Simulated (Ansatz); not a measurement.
# Y on Hf(0001): change of the work function, part 2 of 5

Aim: the work function of Hf(0001) at several coverages of Y (hcp site), and the dipole that each adsorbate carries.

Ansatz 0.2.0; plane-wave DFT, PBE, Ansatz PAW (the session's first sound run).

So far, work function, upper face (eV): step 2 (the clean slab) 4.33.

**3. The covered slab, k-mesh 4×4×1, coverage 0.111 ML**

System of this step: Y/Hf(0001). The cell holds 37 atoms: 36 Hf and 1 Y. Cell: a = 9.600 Å, b = 9.600 Å, c = 28.910 Å, α = 90.0°, β = 90.0°, γ = 60.0°. Vacuum lies along c.

The clean slab as it ended is repeated in the plane and the adsorbate is set on one face; the cell's size fixes the coverage, and the k-mesh shrinks with it to keep the sampling density about even. Adsorbate and upper layers relax, since the dipole depends on the height.

Contents of input.yaml:

```yaml
crystal:
  lattice:
    - [9.6, 0.0, 0.0]
    - [4.8, 8.3138438763, 0.0]
    - [0.0, 0.0, 28.9097493242]
  atoms:
    - { symbol: Hf, position: [0.2222222222, 0.2222222222, 0.3113136644] }
    - { symbol: Hf, position: [0.0, 0.0, 0.398868903] }
    - { symbol: Hf, position: [0.2222222222, 0.2222222222, 0.4902898858] }
    - { symbol: Hf, position: [0.0, 0.0, 0.5725391708] }
    - { symbol: Hf, position: [0.2222222222, 0.5555555556, 0.3113136644] }
    - { symbol: Hf, position: [0.0, 0.3333333333, 0.398868903] }
    - { symbol: Hf, position: [0.2222222222, 0.5555555556, 0.4902898858] }
    - { symbol: Hf, position: [0.0, 0.3333333333, 0.5725391708] }
    - { symbol: Hf, position: [0.2222222222, 0.8888888889, 0.3113136644] }
    - { symbol: Hf, position: [0.0, 0.6666666667, 0.398868903] }
    - { symbol: Hf, position: [0.2222222222, 0.8888888889, 0.4902898858] }
    - { symbol: Hf, position: [0.0, 0.6666666667, 0.5725391708] }
    - { symbol: Hf, position: [0.5555555556, 0.2222222222, 0.3113136644] }
    - { symbol: Hf, position: [0.3333333333, 0.0, 0.398868903] }
    - { symbol: Hf, position: [0.5555555556, 0.2222222222, 0.4902898858] }
    - { symbol: Hf, position: [0.3333333333, 0.0, 0.5725391708] }
    - { symbol: Hf, position: [0.5555555556, 0.5555555556, 0.3113136644] }
    - { symbol: Hf, position: [0.3333333333, 0.3333333333, 0.398868903] }
    - { symbol: Hf, position: [0.5555555556, 0.5555555556, 0.4902898858] }
    - { symbol: Hf, position: [0.3333333333, 0.3333333333, 0.5725391708] }
    - { symbol: Hf, position: [0.5555555556, 0.8888888889, 0.3113136644] }
    - { symbol: Hf, position: [0.3333333333, 0.6666666667, 0.398868903] }
    - { symbol: Hf, position: [0.5555555556, 0.8888888889, 0.4902898858] }
    - { symbol: Hf, position: [0.3333333333, 0.6666666667, 0.5725391708] }
    - { symbol: Hf, position: [0.8888888889, 0.2222222222, 0.3113136644] }
    - { symbol: Hf, position: [0.6666666667, 0.0, 0.398868903] }
    - { symbol: Hf, position: [0.8888888889, 0.2222222222, 0.4902898858] }
    - { symbol: Hf, position: [0.6666666667, 0.0, 0.5725391708] }
    - { symbol: Hf, position: [0.8888888889, 0.5555555556, 0.3113136644] }
    - { symbol: Hf, position: [0.6666666667, 0.3333333333, 0.398868903] }
    - { symbol: Hf, position: [0.8888888889, 0.5555555556, 0.4902898858] }
    - { symbol: Hf, position: [0.6666666667, 0.3333333333, 0.5725391708] }
    - { symbol: Hf, position: [0.8888888889, 0.8888888889, 0.3113136644] }
    - { symbol: Hf, position: [0.6666666667, 0.6666666667, 0.398868903] }
    - { symbol: Hf, position: [0.8888888889, 0.8888888889, 0.4902898858] }
    - { symbol: Hf, position: [0.6666666667, 0.6666666667, 0.5725391708] }
    - { symbol: "Y", position: [0.2222222222, 0.2222222222, 0.6886863356] }
kpoints:
  mp_grid: { grid: [4, 4, 1] }
hamiltonian:
  xc: pbe
scf:
  occupations: { method: fermi_dirac, width: 0.1 }
  convergence: { dr2_threshold: 1.0e-08 }
efield:
  axis: 3
  dipole_correction: true
  ramp_position: 0.97
  ramp_width: 0.06
relax:
  f_tol: 0.02
  max_steps: 60
  constraints:
    - { sites: [0, 1, 4, 5, 8, 9, 12, 13, 16, 17, 20, 21, 24, 25, 28, 29, 32, 33] }
output:
  bader: true
  write_potential: true
  write_density: true
  volumetric_format: npy
```

Run with:

```console
ansatz run input.yaml --threads 4 --pin off --max-ram 12288MiB --backend cpu --events-out ev --progress --plain --runs-dir out
```

Numbers of over 12 decimals in the logs are rounded to 6 here.

What it wrote:

```text
[...]
Crystal: 37 atoms, lattice volume = 2307.371 Å³
Basis set: ecut = 420 eV, 44983 PW (Γ), exchange–correlation on 144×144×400 points (8 copies of the dense FFT grid, shifted against one another)
Bands: 569, of which v1, the nominal top of the filled ones, is band 474 counted from 1 (473 counted from 0)
Symmetry: 6 space group operations
[...]
k-points: 4 of 16 (time reversal used)
[...]
SCF iter   1: F=—  HF=-569800.033382 eV  |F-HF|=—  |Δ(HF+E_count)|=         —  Δρ=6.29e-3  dr2=2.23e1  ethr=1.77e-3  p=0.405 e·Å  D=3.18e-2 V/Å  ΔV_dip=-0.92 eV  dr2_dipole=8.28e-1  V_vac-E_F(+/−)=3.50/4.42 eV  ⟨swp⟩=5.8  Hψ=7375  notcnv=0  defer=24
[...]
SCF iter  12: F=-569799.393784 eV  HF=-569799.393784 eV  |F-HF|=3.73e-9  |Δ(HF+E_count)|=  4.66e-10  Δρ=3.47e-7  dr2=5.35e-9  ethr=1.06e-12  p=0.616 e·Å  D=4.83e-2 V/Å  ΔV_dip=-1.40 eV  dr2_dipole=2.50e-10  V_vac-E_F(+/−)=2.98/4.37 eV  ⟨swp⟩=10.8  Hψ=22482  notcnv=0
SCF 1 converged in 12 iterations: F = -569799.393784 eV  dr2 = 5.35e-9
[...]
relax step   1: F+E_penalty+E_count = -569799.39378413 eV  Δ(F+E_penalty+E_count) = +0.000e0 eV  max|allowed force component| = 2.240e0 eV/Å  Δτ_max = 0.0000 Å  (12 SCF iters, accepted)
[...]
SCF iter  11: F=-569799.919718 eV  HF=-569799.919718 eV  |F-HF|=3.96e-9  |Δ(HF+E_count)|=   3.81e-8  Δρ=1.82e-7  dr2=1.70e-9  ethr=1.06e-12  p=0.629 e·Å  D=4.93e-2 V/Å  ΔV_dip=-1.43 eV  dr2_dipole=4.80e-10  V_vac-E_F(+/−)=2.95/4.37 eV  ⟨swp⟩=11.5  Hψ=18703  notcnv=0
SCF 2 converged in 11 iterations: F = -569799.919718 eV  dr2 = 1.70e-9
relax step   2: F+E_penalty+E_count = -569799.91971807 eV  Δ(F+E_penalty+E_count) = -5.259e-1 eV  max|allowed force component| = 2.211e0 eV/Å  Δτ_max = 0.1949 Å  (11 SCF iters, accepted)
SCF iter   1: F=—  HF=-569800.407942 eV  |F-HF|=—  |Δ(HF+E_count)|=         —  Δρ=2.18e-3  dr2=1.32e0  ethr=6.82e-4  p=0.629 e·Å  D=4.93e-2 V/Å  ΔV_dip=-1.43 eV  dr2_dipole=4.16e-1  V_vac-E_F(+/−)=2.95/4.38 eV  ⟨swp⟩=4.5  Hψ=4889  notcnv=0  defer=32
[...]
SCF iter  10: F=-569800.348842 eV  HF=-569800.348842 eV  |F-HF|=1.98e-9  |Δ(HF+E_count)|=   6.85e-8  Δρ=3.47e-7  dr2=5.21e-9  ethr=1.06e-12  p=0.612 e·Å  D=4.80e-2 V/Å  ΔV_dip=-1.39 eV  dr2_dipole=1.06e-9  V_vac-E_F(+/−)=2.98/4.37 eV  ⟨swp⟩=13.0  Hψ=21789  notcnv=0
SCF 3 converged in 10 iterations: F = -569800.348842 eV  dr2 = 5.21e-9
relax step   3: F+E_penalty+E_count = -569800.34884189 eV  Δ(F+E_penalty+E_count) = -4.291e-1 eV  max|allowed force component| = 1.815e0 eV/Å  Δτ_max = 0.1901 Å  (10 SCF iters, accepted)
[...]
relax step   4: F+E_penalty+E_count = -569800.65660694 eV  Δ(F+E_penalty+E_count) = -3.078e-1 eV  max|allowed force component| = 1.031e0 eV/Å  Δτ_max = 0.1971 Å  (10 SCF iters, accepted)
[...]
relax step   5: F+E_penalty+E_count = -569800.82188036 eV  Δ(F+E_penalty+E_count) = -1.653e-1 eV  max|allowed force component| = 5.836e-1 eV/Å  Δτ_max = 0.2000 Å  (10 SCF iters, accepted)
[...]
relax step   6: F+E_penalty+E_count = -569800.85119603 eV  Δ(F+E_penalty+E_count) = -2.932e-2 eV  max|allowed force component| = 1.156e-1 eV/Å  Δτ_max = 0.1073 Å  (9 SCF iters, accepted)
[...]
relax step   7: F+E_penalty+E_count = -569800.85330343 eV  Δ(F+E_penalty+E_count) = -2.107e-3 eV  max|allowed force component| = 3.961e-2 eV/Å  Δτ_max = 0.0197 Å  (9 SCF iters, accepted)
SCF iter   1: F=—  HF=-569800.857119 eV  |F-HF|=—  |Δ(HF+E_count)|=         —  Δρ=2.82e-4  dr2=1.12e-2  ethr=1.52e-5  p=0.517 e·Å  D=4.05e-2 V/Å  ΔV_dip=-1.17 eV  dr2_dipole=4.01e-5  V_vac-E_F(+/−)=3.20/4.37 eV  ⟨swp⟩=2.0  Hψ=3140  notcnv=0  defer=55
[...]
SCF iter   8: F=-569800.854366 eV  HF=-569800.854366 eV  |F-HF|=2.43e-8  |Δ(HF+E_count)|=   6.22e-8  Δρ=3.31e-7  dr2=2.78e-9  ethr=1.06e-12  p=0.516 e·Å  D=4.05e-2 V/Å  ΔV_dip=-1.17 eV  dr2_dipole=2.77e-10  V_vac-E_F(+/−)=3.20/4.37 eV  ⟨swp⟩=12.2  Hψ=21046  notcnv=0
SCF 8 converged in 8 iterations: F = -569800.854366 eV  dr2 = 2.78e-9
relax step   8: F+E_penalty+E_count = -569800.85436621 eV  Δ(F+E_penalty+E_count) = -1.063e-3 eV  max|allowed force component| = 7.076e-3 eV/Å  Δτ_max = 0.0091 Å  (8 SCF iters, accepted)
NSCF: frozen V_eff on 4 k-points
[...]
SCF converged after 8 iterations
Free energy (F): -569800.854366 eV
[...]
Internal energy: -569799.167369 eV  (E = F + TS)
E sigma→0 (E₀):  -569800.010868 eV
Entropy (-TS):   -1.686997 eV (-45.595 meV/atom)
Fermi energy:    4.766615 eV
Dipole field:    D = 0.040467 V/Å  (p = 0.516008 e·Å, saw-weighted, corrected)
Work function:   Φ+ = 3.2029 eV   Φ− = 4.3728 eV
[...]
--- Forces (eV/Å), atoms counted from 1 ---
  atom   1  Hf     0.00000000     0.00000000     0.55507605
  atom   2  Hf    -0.00664991    -0.00383933    -0.56153706
  atom   3  Hf    -0.00000000    -0.00000000    -0.00128992
  atom   4  Hf    -0.00023356    -0.00013484     0.00110373
  atom   5  Hf    -0.00775112    -0.01359599     0.64285233
  atom   6  Hf    -0.10840586     0.06258815    -0.69661764
  atom   7  Hf    -0.00114555     0.00313378    -0.00049146
  atom   8  Hf    -0.00297086     0.00171522     0.00247049
  atom   9  Hf     0.00789891     0.01351066     0.64285233
  atom  10  Hf     0.00000000     0.00767865    -0.56153706
  atom  11  Hf    -0.00328670    -0.00057481    -0.00049146
  atom  12  Hf    -0.00000000     0.00026969     0.00110373
  atom  13  Hf    -0.01565003     0.00008532     0.64285233
  atom  14  Hf     0.00000000    -0.12517630    -0.69661764
  atom  15  Hf     0.00214115    -0.00255896    -0.00049146
  atom  16  Hf    -0.00000000    -0.00343045     0.00247049
  atom  17  Hf    -0.00000000    -0.00000000     0.68226286
  atom  18  Hf     0.10840586     0.06258815    -0.69661764
  atom  19  Hf     0.00000000    -0.00000000     0.00707590
  atom  20  Hf     0.00297086     0.00171522     0.00247049
  atom  21  Hf    -0.00789891     0.01351066     0.64285233
  atom  22  Hf     0.05057597    -0.02920005    -0.66733879
  atom  23  Hf     0.00328670    -0.00057481    -0.00049146
  atom  24  Hf    -0.00230399     0.00133021    -0.00142459
  atom  25  Hf     0.01565003     0.00008532     0.64285233
  atom  26  Hf     0.00664991    -0.00383933    -0.56153706
  atom  27  Hf    -0.00214115    -0.00255896    -0.00049146
  atom  28  Hf     0.00023356    -0.00013484     0.00110373
  atom  29  Hf     0.00775112    -0.01359599     0.64285233
  atom  30  Hf    -0.00000000     0.05840010    -0.66733879
  atom  31  Hf     0.00114555     0.00313378    -0.00049146
  atom  32  Hf    -0.00000000    -0.00266042    -0.00142459
  atom  33  Hf    -0.00000000    -0.00000000     0.67837543
  atom  34  Hf    -0.05057597    -0.02920005    -0.66733879
  atom  35  Hf     0.00000000    -0.00000000    -0.00492893
  atom  36  Hf     0.00230399     0.00133021    -0.00142459
  atom  37  Y      0.00000000    -0.00000000    -0.00072294
  max |Σ_I F_I| component: 1.79e-5 eV/Å
--- Band table (eV) ---
  k-point 0: bands = [... 470 lower, 4.7465, 4.7622, 4.7622, 4.7826, 4.7949, 4.7963, 4.7963, 4.8286, ... 91 higher]
  k-point 1: bands = [... 470 lower, 4.6257, 4.6947, 4.7432, 4.7467, 4.7789, 4.8063, 4.8072, 4.9029, ... 91 higher]
  k-point 2: bands = [... 470 lower, 4.6296, 4.7053, 4.7355, 4.7534, 4.7819, 4.8226, 4.9254, 5.0174, ... 91 higher]
  k-point 3: bands = [... 470 lower, 4.6860, 4.6996, 4.7329, 4.7858, 4.7998, 4.8136, 4.8908, 4.9849, ... 91 higher]
--- Relaxed structure (8 steps of the walk, 8 accepted, 0 SCFs on fresh bases) ---
  F+E_penalty+E_count = -569800.85436621 eV   max|allowed force component| = 7.076e-3 eV/Å
  atoms:
    - { symbol: Hf, position: [0.222222, 0.222222, 0.311314] }
    - { symbol: Hf, position: [-1.1111125783211261e-11, -1.111112578321126e-11, 0.398869] }
    - { symbol: Hf, position: [0.222222, 0.222222, 0.485907] }
    - { symbol: Hf, position: [0.00175526, 0.00175526, 0.575962] }
    - { symbol: Hf, position: [0.222222, 0.555556, 0.311314] }
    - { symbol: Hf, position: [2.2222196305321518e-11, 0.333333, 0.398869] }
    - { symbol: Hf, position: [0.218754, 0.558856, 0.490080] }
    - { symbol: Hf, position: [0.00618957, 0.330239, 0.569858] }
    - { symbol: Hf, position: [0.222222, 0.888889, 0.311314] }
    - { symbol: Hf, position: [-1.1111056519297335e-11, 0.666667, 0.398869] }
    - { symbol: Hf, position: [0.218754, 0.889057, 0.490080] }
    - { symbol: Hf, position: [0.00175526, 0.663156, 0.575962] }
    - { symbol: Hf, position: [0.555556, 0.222222, 0.311314] }
    - { symbol: Hf, position: [0.333333, 2.2222210308134437e-11, 0.398869] }
    - { symbol: Hf, position: [0.558856, 0.218754, 0.490080] }
    - { symbol: Hf, position: [0.330239, 0.00618957, 0.569858] }
    - { symbol: Hf, position: [0.555556, 0.555556, 0.311314] }
    - { symbol: Hf, position: [0.333333, 0.333333, 0.398869] }
    - { symbol: Hf, position: [0.555556, 0.555556, 0.491614] }
    - { symbol: Hf, position: [0.330239, 0.330239, 0.569858] }
    - { symbol: Hf, position: [0.555556, 0.888889, 0.311314] }
    - { symbol: Hf, position: [0.333333, 0.666667, 0.398869] }
    - { symbol: Hf, position: [0.558856, 0.889057, 0.490080] }
    - { symbol: Hf, position: [0.330627, 0.668020, 0.574012] }
    - { symbol: Hf, position: [0.888889, 0.222222, 0.311314] }
    - { symbol: Hf, position: [0.666667, -1.111112578321126e-11, 0.398869] }
    - { symbol: Hf, position: [0.889057, 0.218754, 0.490080] }
    - { symbol: Hf, position: [0.663156, 0.00175526, 0.575962] }
    - { symbol: Hf, position: [0.888889, 0.555556, 0.311314] }
    - { symbol: Hf, position: [0.666667, 0.333333, 0.398869] }
    - { symbol: Hf, position: [0.889057, 0.558856, 0.490080] }
    - { symbol: Hf, position: [0.668020, 0.330627, 0.574012] }
    - { symbol: Hf, position: [0.888889, 0.888889, 0.311314] }
    - { symbol: Hf, position: [0.666667, 0.666667, 0.398869] }
    - { symbol: Hf, position: [0.888889, 0.888889, 0.492299] }
    - { symbol: Hf, position: [0.668020, 0.668020, 0.574012] }
    - { symbol: Y, position: [0.222222, 0.222222, 0.658116] }
--- Bader charges: 37 sites ---
  site symbol  charge [e]  shift [e]
     0     Hf     -0.0637     0.0000
     1     Hf      0.0568     0.0000
     2     Hf      0.0334     0.0000
     3     Hf     -0.0525     0.0000
     4     Hf     -0.0597     0.0000
     5     Hf      0.0753     0.0000
     6     Hf      0.0963     0.0000
     7     Hf     -0.2933     0.0000
     8     Hf     -0.0598     0.0000
     9     Hf      0.0567     0.0000
    10     Hf      0.0963     0.0000
    11     Hf     -0.0525     0.0000
    12     Hf     -0.0598     0.0000
    13     Hf      0.0754     0.0000
    14     Hf      0.0963     0.0000
    15     Hf     -0.2933     0.0000
    16     Hf     -0.0609     0.0000
    17     Hf      0.0753     0.0000
    18     Hf      0.1669     0.0000
    19     Hf     -0.2933     0.0000
    20     Hf     -0.0597     0.0000
    21     Hf      0.0413     0.0000
    22     Hf      0.0963     0.0000
    23     Hf     -0.1394     0.0000
    24     Hf     -0.0598     0.0000
    25     Hf      0.0568     0.0000
    26     Hf      0.0963     0.0000
    27     Hf     -0.0525     0.0000
    28     Hf     -0.0598     0.0000
    29     Hf      0.0413     0.0000
    30     Hf      0.0963     0.0000
    31     Hf     -0.1394     0.0000
    32     Hf     -0.0555     0.0000
    33     Hf      0.0414     0.0000
    34     Hf      0.0629     0.0000
    35     Hf     -0.1394     0.0000
    36      Y      0.6328     0.0000
  estimated error of the sums over rays = 6.4e-4 e
```

Run time: 47 min. Hardware: 4 threads of Arm Neoverse V1, shared host; peak memory 7.8 GiB; 3.1 h of CPU time.

Relaxation path:

| step | energy less that of the first step (eV) | largest force component (eV/Å) |
| --- | --- | --- |
| 1 | 0.0000 | 2.2402 |
| 2 | -0.5259 | 2.2109 |
| 3 | -0.9551 | 1.8145 |
| 4 | -1.2628 | 1.0310 |
| 5 | -1.4281 | 0.5836 |
| 6 | -1.4574 | 0.1156 |
| 7 | -1.4595 | 0.0396 |
| 8 | -1.4606 | 0.0071 |

The run keeps the 6 symmetry operations that it works with, so distortions that break them were not tested.

The atoms that moved most (Å):

| atom | dx | dy | dz | length |
| --- | --- | --- | --- | --- |
| Y37 | 0.000 | 0.000 | -0.884 | 0.884 |
| Hf3 | 0.000 | 0.000 | -0.127 | 0.127 |
| Hf12 | 0.000 | -0.029 | 0.099 | 0.103 |
| Hf4 | 0.025 | 0.015 | 0.099 | 0.103 |
| Hf28 | -0.025 | 0.015 | 0.099 | 0.103 |
| Hf8 | 0.045 | -0.026 | -0.078 | 0.093 |
| Hf16 | 0.000 | 0.051 | -0.078 | 0.093 |
| Hf20 | -0.045 | -0.026 | -0.078 | 0.093 |

Final coordinates:

```xyz
37
Lattice="9.6000 0.0000 0.0000 4.8000 8.3138 0.0000 0.0000 0.0000 28.9097" Properties=species:S:1:pos:R:3
Hf    3.2000    1.8475    9.0000
Hf    0.0000    0.0000   11.5312
Hf    3.2000    1.8475   14.0475
Hf    0.0253    0.0146   16.6509
Hf    4.8000    4.6188    9.0000
Hf    1.6000    2.7713   11.5312
Hf    4.7825    4.6462   14.1681
Hf    1.6446    2.7456   16.4744
Hf    6.4000    7.3901    9.0000
Hf    3.2000    5.5426   11.5312
Hf    6.3675    7.3915   14.1681
Hf    3.2000    5.5134   16.6509
Hf    6.4000    1.8475    9.0000
Hf    3.2000    0.0000   11.5312
Hf    6.4150    1.8187   14.1681
Hf    3.2000    0.0515   16.4744
Hf    8.0000    4.6188    9.0000
Hf    4.8000    2.7713   11.5312
Hf    8.0000    4.6188   14.2124
Hf    4.7554    2.7456   16.4744
Hf    9.6000    7.3901    9.0000
Hf    6.4000    5.5426   11.5312
Hf    9.6325    7.3915   14.1681
Hf    6.3805    5.5538   16.5945
Hf    9.6000    1.8475    9.0000
Hf    6.4000    0.0000   11.5312
Hf    9.5850    1.8187   14.1681
Hf    6.3747    0.0146   16.6509
Hf   11.2000    4.6188    9.0000
Hf    8.0000    2.7713   11.5312
Hf   11.2175    4.6462   14.1681
Hf    8.0000    2.7488   16.5945
Hf   12.8000    7.3901    9.0000
Hf    9.6000    5.5426   11.5312
Hf   12.8000    7.3901   14.2322
Hf    9.6195    5.5538   16.5945
Y     3.2000    1.8475   19.0260
```

This step gave:

```
energy at zero smearing        : -569800.0109 eV
work function, upper face      : 3.203 eV
work function, lower face      : 4.373 eV
dipole along the normal        : 0.5160 e·Å
step between the vacuum levels : -1.170 eV
```

Running mean over 2.5312 Å of the planar mean; the ramp of the sawtooth is left out. The electron's electrostatic potential energy less the Fermi level by z:

z (Å), electron's electrostatic potential energy less the Fermi level (eV) and a bar from the least value:
```
      3.5       4.37 ##############################
      4.0       4.37 ##############################
      4.5       4.36 ##############################
      5.0       4.34 ##############################
      5.5       4.29 ##############################
      6.0       4.12 #############################
      6.5       3.64 ############################
      7.0       2.30 #########################
      7.5      -0.57 ##################
      8.0      -4.04 ##########
      8.5      -6.60 ###
      9.0      -7.41 #
      9.5      -7.41 #
     10.0      -7.30 ##
     10.5      -7.25 ##
     11.0      -7.26 ##
     11.5      -7.25 ##
     12.0      -7.08 ##
     12.5      -6.77 ###
     13.0      -6.70 ###
     13.5      -6.92 ###
     14.0      -7.24 ##
     14.5      -7.55 #
     15.0      -7.94 
     15.5      -8.03 
     16.0      -7.81 #
     16.5      -7.46 #
     17.0      -6.79 ###
     17.5      -4.86 ########
     18.0      -2.01 ###############
     18.5       0.51 #####################
     19.0       1.67 #######################
     19.5       2.05 ########################
     20.0       2.33 #########################
     20.5       2.71 ##########################
     21.0       3.01 ###########################
     21.5       3.13 ###########################
     22.0       3.18 ###########################
     22.5       3.19 ###########################
     23.0       3.20 ###########################
     23.5       3.20 ###########################
     24.0       3.20 ###########################
     24.5       3.20 ###########################
     25.0       3.20 ###########################
     25.5       3.20 ###########################
```

The relaxation took 8 steps and lowered the energy by 1.5 eV; the largest force on the free atoms ends at 0.0071 eV/Å.

The covered face has 3.20 eV, -1.12 eV against the clean one; the bare back face has moved by -0.01 eV, a measure of how thin the slab is.

(Continued in part 3 of 5.)

[Logs are printed without paths, hosts, clocks, repeated set-up lines and the standing remarks that a program may print on its own settings, such as how far it seeks lower states.]

[Hosts, paths, dates, database ids (printed as entryN), source tags and the programs' standing remarks are cut or masked in the printed files.]

[Maps of the electrostatic potential energy from Ansatz leave out the sawtooth potential of an applied field or a dipole correction, so their vacuum need not be flat; planar profiles and work functions include it.]
